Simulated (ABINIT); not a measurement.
An input for ABINIT 10.8.3 (GaP (F-43m)):

```
acell 3*1.0 Angstrom
rprim 
  0.000000000000 2.725250000000 2.725250000000
  2.725250000000 0.000000000000 2.725250000000
  2.725250000000 2.725250000000 0.000000000000
ntypat 2
znucl 31 15
natom 2
typat 1 2
xred 
  0.000000000000 0.000000000000 0.000000000000
  0.250000000000 0.250000000000 0.250000000000
pp_dirpath "pseudos"
pseudos "Ga.upf, P.upf"
ecut 36
ngkpt 6 6 6
nshiftk 1
shiftk 0 0 0
kptopt 1
chksymbreak 0
irdden 1
istwfk *1
nband 185
prtvol 0
optdriver 6
gwr_task "HDIAGO"
paral_kgb 0
occopt 1
indata_prefix "in"
outdata_prefix "out"
tmpdata_prefix "tmp"
```

```sh
OMP_NUM_THREADS=1 mpirun -n 8 abinit run.abi > log
```

Question: Estimate wall time and host memory on 8 MPI ranks of Intel Xeon Platinum 8259CL at 2.50GHz (Skylake/Cascade Lake), shared host.

It took 47 s; on shared hardware allow 23 s to 94 s. Peak host memory was 4.0 GiB.

[Paths, hosts, dates, memory and timing lines, banners, echoed tables and standing remarks are left out of the program output.]

[Logs are printed without paths, hosts, clocks, repeated set-up lines and the standing remarks that a program may print on its own settings, such as how far it seeks lower states.]

[Runs of the session that timed out or met a known fault of the program may be left out.]

[Hosts, paths, dates, database ids (printed as entryN), source tags and the programs' standing remarks are cut or masked in the printed files.]

[G0W0 gaps are taken among the corrected bands and points alone; a level outside them can change the order at an edge.]

[Where Ansatz stands beside ABINIT at settings called matched, ABINIT's density can come from a denser mesh and the files from another edition; pairs whose starting gaps differed by over 0.03 eV were left out, so agreement reads better than it is.]
